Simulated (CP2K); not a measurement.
Two runs for the C K edge of azulene. Run A: CP2K XAS_TDP, all-electron GAPW, PBEh(45%), aug-cc-pVDZ, TDA, no relativity. Run B differs in one setting.

First lines with a strength over 0.0015. A:

| atom | energy (eV) | states | strength, one atom |
| --- | --- | --- | --- |
| C1 (bonded to 2 C and H) | 280.68 | 1 | 0.0482 |
|  | 284.49 | 1 | 0.0121 |
|  | 285.88 | 1 | 0.0038 |
|  | 286.25 | 1 | 0.0161 |
|  | 286.56 | 1 | 0.0019 |
| C2 (bonded to 2 C and H) | 281.25 | 1 | 0.0432 |
|  | 281.92 | 1 | 0.0035 |
|  | 284.22 | 1 | 0.0118 |
|  | 285.61 | 1 | 0.0018 |
|  | 285.98 | 1 | 0.0097 |
| C3 (bonded to 2 C and H) | 280.58 | 1 | 0.0507 |
|  | 282.95 | 1 | 0.0020 |
|  | 284.73 | 1 | 0.0126 |
|  | 285.74 | 1 | 0.0028 |
|  | 286.38 | 1 | 0.0027 |
| C4 (bonded to 3 C) | 280.72 | 1 | 0.0352 |
|  | 282.40 | 1 | 0.0054 |
|  | 285.53 | 1 | 0.0134 |
|  | 286.38 | 1 | 0.0069 |
|  | 287.24 | 1 | 0.0035 |
| C5 (bonded to 2 C and H) | 281.10 | 1 | 0.0368 |
|  | 281.56 | 1 | 0.0040 |
|  | 283.97 | 1 | 0.0098 |
|  | 284.44 | 1 | 0.0098 |
|  | 285.29 | 1 | 0.0018 |
| C6 (bonded to 2 C and H) | 280.78 | 1 | 0.0440 |
|  | 284.37 | 1 | 0.0102 |
|  | 284.44 | 1 | 0.0162 |
|  | 285.95 | 1 | 0.0022 |
|  | 286.94 | 1 | 0.0080 |

B:

| atom | energy (eV) | states | strength, one atom |
| --- | --- | --- | --- |
| C1 (bonded to 2 C and H) | 286.13 | 1 | 0.0472 |
|  | 289.94 | 1 | 0.0118 |
|  | 291.33 | 1 | 0.0038 |
|  | 291.70 | 1 | 0.0158 |
|  | 292.01 | 1 | 0.0019 |
| C2 (bonded to 2 C and H) | 286.68 | 1 | 0.0423 |
|  | 287.35 | 1 | 0.0034 |
|  | 289.65 | 1 | 0.0115 |
|  | 291.04 | 1 | 0.0017 |
|  | 291.41 | 1 | 0.0096 |
| C3 (bonded to 2 C and H) | 286.00 | 1 | 0.0497 |
|  | 288.37 | 1 | 0.0020 |
|  | 290.15 | 1 | 0.0124 |
|  | 291.16 | 1 | 0.0027 |
|  | 291.80 | 1 | 0.0027 |
| C4 (bonded to 3 C) | 286.11 | 1 | 0.0345 |
|  | 287.78 | 1 | 0.0053 |
|  | 290.92 | 1 | 0.0132 |
|  | 291.77 | 1 | 0.0068 |
|  | 292.63 | 1 | 0.0034 |
| C5 (bonded to 2 C and H) | 286.54 | 1 | 0.0361 |
|  | 287.00 | 1 | 0.0040 |
|  | 289.41 | 1 | 0.0097 |
|  | 289.87 | 1 | 0.0096 |
|  | 290.73 | 1 | 0.0018 |
| C6 (bonded to 2 C and H) | 286.10 | 1 | 0.0432 |
|  | 289.69 | 1 | 0.0100 |
|  | 289.76 | 1 | 0.0159 |
|  | 291.27 | 1 | 0.0021 |
|  | 292.26 | 1 | 0.0079 |

Question: Which was it: the basis, scalar relativity switched on, GW2X switched on, the functional?

GW2X switched on. GW2X shifts an atom's lines together and keeps their spacings. Against PBEh(45%) in aug-cc-pVDZ, the leading lines move by +5.45 eV (C1, to 286.13), +5.43 eV (C2, to 286.68), +5.42 eV (C3, to 286.00), +5.39 eV (C4, to 286.11), +5.44 eV (C5, to 286.54) and +5.32 eV (C6, to 286.10).

[Hosts, paths, dates, database ids (printed as entryN), source tags and the programs' standing remarks are cut or masked in the printed files.]
